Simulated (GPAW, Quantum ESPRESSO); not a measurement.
# Core-hole calculation of the Cu K edge in YCu (Pm-3m)

Do two independent programs agree on the Cu K edge of YCu (Pm-3m)? The same cell and functional are run with XSpectra and with GPAW.

Main program and level: Quantum ESPRESSO 7.5; core-hole supercells, plane-wave PAW LDA (first program; GPAW 26.7.0 follows as the second).

Report form: the programs' logs are mostly left out.

## 1. Starting point

It takes space group Pm-3m (No. 221, cubic). Conventional cell: a = 3.458 Å, b = 3.458 Å, c = 3.458 Å, α = 90.00°, β = 90.00°, γ = 90.00°. Y has 8 Cu at 2.99 Å nearest. Nearest to Cu lie 8 Y at 2.99 Å. Farther neighbours are not listed.

Coordinates:

```cif
data_structure
_symmetry_space_group_name_H-M 'Pm-3m'
_symmetry_Int_Tables_number 221
_cell_length_a 3.4581
_cell_length_b 3.4581
_cell_length_c 3.4581
_cell_angle_alpha 90.000
_cell_angle_beta 90.000
_cell_angle_gamma 90.000
_cell_volume 41.35
loop_
_atom_site_label
_atom_site_type_symbol
_atom_site_symmetry_multiplicity
_atom_site_Wyckoff_symbol
_atom_site_fract_x
_atom_site_fract_y
_atom_site_fract_z
_atom_site_occupancy
Y1 Y 1 a 0.00000 0.00000 0.00000 1
Cu1 Cu 1 b 0.50000 0.50000 0.50000 1
```

## 2. The field without a hole (Quantum ESPRESSO)

The ground state comes first: it tells whether the system has a gap, which decides how the excited electron is treated.

scf.in reads:

```
&control
   calculation='scf', prefix='x', pseudo_dir='../pp', outdir='tmp', tprnfor=.true.
/
&system
   ibrav=0, nat=2, ntyp=2, nbnd=15
   ecutwfc=61, ecutrho=340
   occupations='smearing', smearing='mv', degauss=0.015
/
&electrons
   conv_thr=2.0e-08, electron_maxstep=120
   mixing_beta=0.5
/
ATOMIC_SPECIES
Y 1.0 Y.lda-spn-kjpaw.UPF
Cu3 1.0 Cu.lda-dn-kjpaw.UPF
CELL_PARAMETERS angstrom
  3.45811539 0.00000000 0.00000000
  0.00000000 3.45811539 0.00000000
  0.00000000 0.00000000 3.45811539
ATOMIC_POSITIONS crystal
Y    0.00000000 0.00000000 0.00000000
Cu3  0.50000000 0.50000000 0.50000000
K_POINTS automatic
8 8 8 0 0 0
```

Y.lda-spn-kjpaw.ld1.in reads:

```
&input
   title='Y', zed=39., rel=1, iswitch=3, dft='PZ',
   config='[Kr] 5s2 5p0 4d1'
/
&inputp
   file_pseudopw='Y.lda-spn-kjpaw.UPF', author='',
   lpaw=.true.,
   pseudotype=3,
   lloc=-1,
   rcloc=1.6,
   which_augfun='PSQ',
   rmatch_augfun_nc=.true.,
   nlcc=.true.,
   new_core_ps=.true.,
   rcore=1.2,
   tm=.true.,
   lgipaw_reconstruction=.true., use_paw_as_gipaw=.true.
/
6
4S  1  0  2.00  0.00  1.20  1.40  0.0
5S  2  0  2.00  0.00  1.20  1.40  0.0
4P  2  1  6.00  0.00  1.30  1.60  0.0
5P  3  1  0.00  0.00  1.30  1.60  0.0
4D  3  2  1.00  0.00  1.20  1.80  0.0
4D  3  2  0.00  0.50  1.20  1.80  0.0
```

Cu.lda-dn-kjpaw.ld1.in reads:

```
&input
   title='Cu', zed=29., rel=1, iswitch=3, dft='PZ',
   config='[Ar] 4s1.5 4p0 3d9.5'
/
&inputp
   file_pseudopw='Cu.lda-dn-kjpaw.UPF', author='',
   lpaw=.true.,
   pseudotype=3,
   lloc=-1,
   rcloc=1.9,
   which_augfun='PSQ',
   rmatch_augfun_nc=.true.,
   nlcc=.true.,
   new_core_ps=.true.,
   rcore=1.0,
   tm=.true.,
   lgipaw_reconstruction=.true., use_paw_as_gipaw=.true.
/
6
4S  1  0  1.50  0.00  1.30  2.10  0.0
4S  1  0  0.00  6.10  1.30  2.10  0.0
4P  2  1  0.00  0.00  1.30  2.10  0.0
4P  2  1  0.00  6.30  1.30  2.10  0.0
3D  3  2  9.50  0.00  1.30  1.80  0.0
3D  3  2  0.00 -0.20  1.30  1.80  0.0
```

The run is started by

```
$ OMP_NUM_THREADS=1 mpirun --oversubscribe --bind-to none -np 4 pw.x -nk 4 -in scf.in > scf.out
```

The job ended after 6.1 s (4 MPI ranks of Arm Neoverse V2, shared host; peak memory 0.09 GiB; 24 s of CPU time).

Absorbing atoms carry a label of their own (element plus a letter or digit), as the spectrum program needs them as separate species.

The mesh shows no gap, so the system is treated as a metal and the core electron is put at the Fermi level (neutral cell).

## 3. Spectrum without a core hole, Cu atom 2 (Quantum ESPRESSO)

Without a hole the spectrum is the empty density of states of the right symmetry on the absorber, weighted by matrix elements. It needs only the small cell and serves as the baseline.

The absorber has 8 Y at 2.99 Å and 6 Cu at 3.46 Å (cube and octahedron, as in bcc, site symmetry m-3m).

xspectra.in reads:

```
&input_xspectra
   calculation='xanes_dipole', edge='K'
   prefix='x', outdir='tmp', xiabs=2, xe0=11.1846
   xonly_plot=.false., x_save_file='xanes.sav'
   xniter=3000, xcheck_conv=20, xerror=0.005
   xcoordcrys=.false., xepsilon(1)=1, xepsilon(2)=0, xepsilon(3)=0
/
&plot
   xnepoint=413, xemin=-10, xemax=45, terminator=.true., cut_occ_states=.true.
   xgamma=0.4
/
&pseudos
   filecore='../Cu.wfc'
/
&cut_occ
   cut_desmooth=0.1, cut_stepl=0.05, cut_stepu=0.05, cut_ierror=1e-5
/
7 7 7 0 0 0
```

The run is started by

```
$ OMP_NUM_THREADS=1 mpirun --oversubscribe --bind-to none -np 4 xspectra.x -nk 4 -in xspectra.in > xspectra.out
```

It took 26 s on 4 MPI ranks; peak memory 0.07 GiB; 1.7 min of CPU time.

The core hole lives too briefly for so narrow a line (tabulated full width 1.6 eV). The run keeps xgamma small, and the tables are broadened afterwards: Lorentzian half width 0.78 eV up to 4 eV, rising linearly to 1.75 eV at 25 eV (not a setting of the program: the run's 0.4 eV curve was folded afterwards with a further Lorentzian).

The Cu K spectrum, Cu atom 2, no core hole (energy from the energy zero of the input (xe0, at the border of filled and empty states); intensity scaled to a mean of 1 over the first 20 eV; folded afterwards to Lorentzian half width 0.78 eV up to 4 eV, rising linearly to 1.75 eV at 25 eV; the points at xe0, where the cut of filled states can leave a spike, are interpolated):

```
E (eV)  intensity
  -2.0       0.11
  -1.5       0.14
  -1.0       0.18
  -0.5       0.26
   0.0       0.40
   0.5       0.53
   1.0       0.57
   1.5       0.61
   2.0       0.66
   2.5       0.66
   3.0       0.62
   3.5       0.58
   4.0       0.53
   4.5       0.51
   5.0       0.58
   5.5       0.70
   6.0       0.79
   6.5       0.83
   7.0       0.87
   7.5       0.91
   8.0       0.97
   8.5       1.10
   9.0       1.28
   9.5       1.44
  10.0       1.54
  10.5       1.55
  11.0       1.47
  11.5       1.38
  12.0       1.32
  12.5       1.27
  13.0       1.23
  13.5       1.22
  14.0       1.20
  14.5       1.19
  15.0       1.18
  15.5       1.18
  16.0       1.18
  16.5       1.17
  17.0       1.14
  17.5       1.10
  18.0       1.07
  18.5       1.06
  19.0       1.06
  19.5       1.07
  20.0       1.09
  20.5       1.13
  21.0       1.18
  21.5       1.24
  22.0       1.30
  22.5       1.33
  23.0       1.35
  23.5       1.36
  24.0       1.38
  24.5       1.42
  25.0       1.44
  25.5       1.45
  26.0       1.45
  26.5       1.45
  27.0       1.44
  27.5       1.43
  28.0       1.41
  28.5       1.39
  29.0       1.38
  29.5       1.38
  30.0       1.37
  30.5       1.37
  31.0       1.38
  31.5       1.40
  32.0       1.41
```

Main maxima below 30 eV (height): 2.3 eV (0.67), 10.3 eV (1.56) and 25.6 eV (1.45). A K edge sees empty p states on the absorber.

## 4. Reference energy of the supercell (Quantum ESPRESSO)

The photon energy needs a difference of total energies, so the cell and mesh of the coming hole run are first run without a hole.

scf.in reads:

```
&control
   calculation='scf', prefix='x', pseudo_dir='../pp', outdir='tmp', tprnfor=.true.
/
&system
   ibrav=0, nat=8, ntyp=2, nbnd=54
   ecutwfc=61, ecutrho=340
   occupations='smearing', smearing='mv', degauss=0.015
/
&electrons
   conv_thr=8.0e-08, electron_maxstep=120
   mixing_beta=0.5
/
ATOMIC_SPECIES
Y 1.0 Y.lda-spn-kjpaw.UPF
Cu 1.0 Cu.lda-dn-kjpaw.UPF
CELL_PARAMETERS angstrom
  3.45811539 3.45811539 3.45811539
  -3.45811539 3.45811539 -3.45811539
  -3.45811539 -3.45811539 3.45811539
ATOMIC_POSITIONS crystal
Y    0.00000000 0.00000000 0.00000000
Y    0.00000000 0.50000000 0.50000000
Y    0.50000000 0.00000000 0.50000000
Y    0.50000000 0.50000000 0.00000000
Cu   0.50000000 0.00000000 0.00000000
Cu   0.50000000 0.50000000 0.50000000
Cu   0.00000000 0.00000000 0.50000000
Cu   0.00000000 0.50000000 0.00000000
K_POINTS automatic
5 5 5 0 0 0
```

The run is started by

```
$ OMP_NUM_THREADS=1 mpirun --oversubscribe --bind-to none -np 4 pw.x -nk 4 -in scf.in > scf.out
```

The job ended after 42 s (4 MPI ranks; peak memory 0.25 GiB).

Reference energy: -547931.003 eV with the cores included.

## 5. The atom with a core hole (Quantum ESPRESSO)

The frozen core must hold the hole, so the absorber gets a data set of its own.

Cu.lda-dn-kjpaw-1sch.ld1.in reads:

```
&input
   title='Cu', zed=29., rel=1, iswitch=3, dft='PZ',
   config='1s1 2s2 2p6 3s2 3p6 4s2 4p0 3d10'
/
&inputp
   file_pseudopw='Cu.lda-dn-kjpaw-1sch.UPF', author='',
   lpaw=.true.,
   pseudotype=3,
   lloc=-1,
   rcloc=1.9,
   which_augfun='PSQ',
   rmatch_augfun_nc=.true.,
   nlcc=.true.,
   new_core_ps=.true.,
   rcore=1.0,
   tm=.true.,
   zval=12,
   lgipaw_reconstruction=.true., use_paw_as_gipaw=.true.
/
6
4S  1  0  2.00  0.00  1.17  2.10  0.0
4S  1  0  0.00  6.10  1.17  2.10  0.0
4P  2  1  0.00  0.00  1.17  2.10  0.0
4P  2  1  0.00  6.30  1.17  2.10  0.0
3D  3  2  10.00  0.00  1.17  1.80  0.0
3D  3  2  0.00  -0.20  1.17  1.80  0.0
```

The run is started by

```
$ ld1.x < Cu.lda-dn-kjpaw-1sch.ld1.in > Cu.lda-dn-kjpaw-1sch.ld1.out
```

The job ended after 0.69 s (1 MPI rank; peak memory 0.12 GiB).

Removing the core electron and adding it to the valence shell costs the free atom 8992.5 eV.

## 6. Supercell with XCH, Cu atom 2 (Quantum ESPRESSO)

The holes are 6.0 Å apart. The excited electron is kept in the cell, where it fills the lowest empty states and screens the hole.

Changes to scf.in since step 4:

```diff
@@ -4,3 +4,3 @@
 &system
-   ibrav=0, nat=8, ntyp=2, nbnd=54
+   ibrav=0, nat=8, ntyp=3, nbnd=55
    ecutwfc=61, ecutrho=340
@@ -14,2 +14,3 @@
 Y 1.0 Y.lda-spn-kjpaw.UPF
+Cu0 1.0 Cu.lda-dn-kjpaw-1sch.UPF
 Cu 1.0 Cu.lda-dn-kjpaw.UPF
@@ -24,3 +25,3 @@
 Y    0.50000000 0.50000000 0.00000000
-Cu   0.50000000 0.00000000 0.00000000
+Cu0  0.50000000 0.00000000 0.00000000
 Cu   0.50000000 0.50000000 0.50000000
```

The run is started by

```
$ OMP_NUM_THREADS=1 mpirun --oversubscribe --bind-to none -np 4 pw.x -nk 4 -in scf.in > scf.out
```

The job ended after 48 s (4 MPI ranks; peak memory 0.26 GiB; 3.2 min of CPU time).

Energy with the hole: -538935.422 eV, cores included.

## 7. Spectrum with XCH, Cu atom 2 (Quantum ESPRESSO)

The Lanczos recursion gives the spectrum without computing empty bands; each polarisation needs a run of its own on the full k mesh. xe0 is set between filled and empty states, and states below it are cut, here at the Fermi level, which holds the excited electron. The file of filecore holds the core orbital, taken from the hole-free data set.

Changes to xspectra.in since step 3:

```diff
@@ -2,3 +2,3 @@
    calculation='xanes_dipole', edge='K'
-   prefix='x', outdir='tmp', xiabs=2, xe0=11.1846
+   prefix='x', outdir='tmp', xiabs=2, xe0=11.2133
    xonly_plot=.false., x_save_file='xanes.sav'
@@ -17,2 +17,2 @@
 /
-7 7 7 0 0 0
+5 5 5 0 0 0
```

The run is started by

```
$ OMP_NUM_THREADS=1 mpirun --oversubscribe --bind-to none -np 4 xspectra.x -nk 4 -in xspectra.in > xspectra.out
```

The job ended after 2.5 min (4 MPI ranks; peak memory 0.17 GiB).

The Cu K spectrum, Cu atom 2, excited-electron core hole (neutral cell) (energy from the energy zero of the input (xe0, at the border of filled and empty states); intensity scaled to a mean of 1 over the first 20 eV; folded afterwards to Lorentzian half width 0.78 eV up to 4 eV, rising linearly to 1.75 eV at 25 eV; the points at xe0, where the cut of filled states can leave a spike, are interpolated):

```csv
E (eV),intensity
-2.0,0.13
-1.5,0.16
-1.0,0.22
-0.5,0.34
0.0,0.52
0.5,0.62
1.0,0.61
1.5,0.64
2.0,0.68
2.5,0.68
3.0,0.63
3.5,0.60
4.0,0.56
4.5,0.56
5.0,0.66
5.5,0.78
6.0,0.86
6.5,0.91
7.0,0.99
7.5,1.06
8.0,1.14
8.5,1.27
9.0,1.44
9.5,1.54
10.0,1.54
10.5,1.48
11.0,1.38
11.5,1.29
12.0,1.24
12.5,1.19
13.0,1.14
13.5,1.10
14.0,1.09
14.5,1.09
15.0,1.10
15.5,1.11
16.0,1.08
16.5,1.04
17.0,1.02
17.5,1.01
18.0,1.02
18.5,1.02
19.0,1.03
19.5,1.03
20.0,1.06
20.5,1.11
21.0,1.18
21.5,1.25
22.0,1.29
22.5,1.30
23.0,1.32
23.5,1.33
24.0,1.34
24.5,1.35
25.0,1.35
25.5,1.35
26.0,1.34
26.5,1.32
27.0,1.30
27.5,1.29
28.0,1.28
28.5,1.27
29.0,1.25
29.5,1.23
30.0,1.23
30.5,1.23
31.0,1.24
31.5,1.26
32.0,1.29
```

Main maxima below 30 eV (height): 2.3 eV (0.69), 9.8 eV (1.55) and 25.2 eV (1.35). 

The total-energy difference is 8995.58 eV. One term is added: -29.79 eV, since the hole is spin-paired here and a spin-polarised one costs that much less in the free atom (computed apart). The photon energy is then 8965.79 eV. The tabulated edge of the element is 8979 eV. The functional leaves an error in such absolute values: in the free atom LDA prices this hole 18.3 eV below PBE (computed apart), and PBE is itself good to a few eV.

## 8. Quadrupole spectrum with XCH, Cu atom 2 (Quantum ESPRESSO)

Pre-edge features of transition metals can come from s→d transitions, which the dipole operator misses, so the quadrupole term is computed on the same field.

Changed against the first core-hole run: operator from dipole to quadrupole.

xspectra.in reads:

```
&input_xspectra
   calculation='xanes_quadrupole', edge='K'
   prefix='x', outdir='tmp', xiabs=2, xe0=11.2133
   xonly_plot=.false., x_save_file='xanes.sav'
   xniter=3000, xcheck_conv=20, xerror=0.005
   xcoordcrys=.false., xepsilon(1)=1, xepsilon(2)=0, xepsilon(3)=0
   xkvec(1)=0, xkvec(2)=1, xkvec(3)=0
/
&plot
   xnepoint=226, xemin=-8, xemax=22, terminator=.true., cut_occ_states=.true.
   xgamma=0.4
/
&pseudos
   filecore='../Cu.wfc'
/
&cut_occ
   cut_desmooth=0.1, cut_stepl=0.05, cut_stepu=0.05, cut_ierror=1e-5
/
5 5 5 0 0 0
```

The job ended after 89 s (4 MPI ranks; peak memory 0.17 GiB).

Dipole and quadrupole parts on one scale (eps x, k y):

```
E (eV)  dipole  quadrupole × 20
  -3.0    0.09             0.00
  -2.0    0.13             0.00
  -1.0    0.22             0.00
   0.0    0.52             0.01
   1.0    0.61             0.02
   2.0    0.68             0.03
   3.0    0.63             0.05
   4.0    0.56             0.03
   5.0    0.66             0.02
   6.0    0.86             0.02
   7.0    0.99             0.02
   8.0    1.14             0.03
   9.0    1.44             0.03
  10.0    1.54             0.02
  11.0    1.38             0.03
  12.0    1.24             0.03
  13.0    1.14             0.03
  14.0    1.09             0.02
  15.0    1.10             0.03
  16.0    1.08             0.02
  17.0    1.02             0.02
  18.0    1.02             0.03
  19.0    1.03             0.06
  20.0    1.06             0.04
  21.0    1.18             0.03
  22.0    1.29             0.03
```

## 9. Ground state of the crystal (GPAW)

The second program starts from its own ground state, on the same cell and functional.

scf.py reads:

```python
import numpy as np
from ase import Atoms
from ase.parallel import parprint, paropen
from gpaw import GPAW, PW, FermiDirac, Mixer, MixerDif, setup_paths
from gpaw.test import gen
setup_paths.insert(0, '.')
gen('Cu', name='nch1s', xcname='LDA', corehole=(1, 0, 0), write_xml=True)
from gpaw.mpi import world
world.barrier()

atoms = Atoms('YCu',
    cell=[[3.45811539, 0, 0],
     [0, 3.45811539, 0],
     [0, 0, 3.45811539]],
    scaled_positions=[[0, 0, 0],
     [0.5, 0.5, 0.5]],
    pbc=True)
atoms.calc = calc = GPAW(legacy_gpaw=True, mode=PW(500, force_complex_dtype=True), xc='LDA', setups={1: 'nch1s'},
    kpts={'size': (7, 7, 7), 'gamma': True}, occupations=FermiDirac(0.05),
    charge=0, mixer=Mixer(0.1, 5, 50), maxiter=150,
    convergence={'density': 0.0001, 'eigenstates': 1e-6}, txt='scf.txt')
energy = atoms.get_potential_energy() + calc.get_reference_energy()
ef = calc.get_fermi_level()
out = dict(energy=energy, fermi=ef, forces=atoms.get_forces().tolist())
parprint(f'all-electron energy {energy:.4f} eV, Fermi level {ef:.4f} eV')
ev = np.array([[calc.get_eigenvalues(k, s) for k in range(len(calc.get_ibz_k_points()))] for s in range(calc.get_number_of_spins())])
out['homo'], out['lumo'], out['counts'] = ev[ev < ef].max(), ev[ev > ef].min(), sorted(set((ev < ef).sum((0, 2)).tolist()))
out['filled'] = (ev[:, 0] < ef).sum(1).tolist()
import json
with paropen('out.json', 'w') as f:
    json.dump(out, f)
```

The run is started by

```
$ OMP_NUM_THREADS=1 mpirun -n 4 gpaw python scf.py
```

Wall time 5.3 s (4 MPI ranks); peak memory 0.17 GiB.

The mesh shows no gap, so the system is treated as a metal and the core electron is put at the Fermi level (neutral cell).

(Continued in part 2 of 2.)

[Logs are printed without paths, hosts, clocks, repeated set-up lines and the standing remarks that a program may print on its own settings, such as how far it seeks lower states.]

[Hosts, paths, dates, database ids (printed as entryN), source tags and the programs' standing remarks are cut or masked in the printed files.]

[Lists of maxima count a maximum above −3 eV only where it reaches 4 % of the highest in the window and stands out from its surroundings by 2 % of it (1.5 % where it reaches 55 %); shoulders and weaker maxima are passed over, and of the rest the first, up to two pre-edge ones and the few strongest are named.]
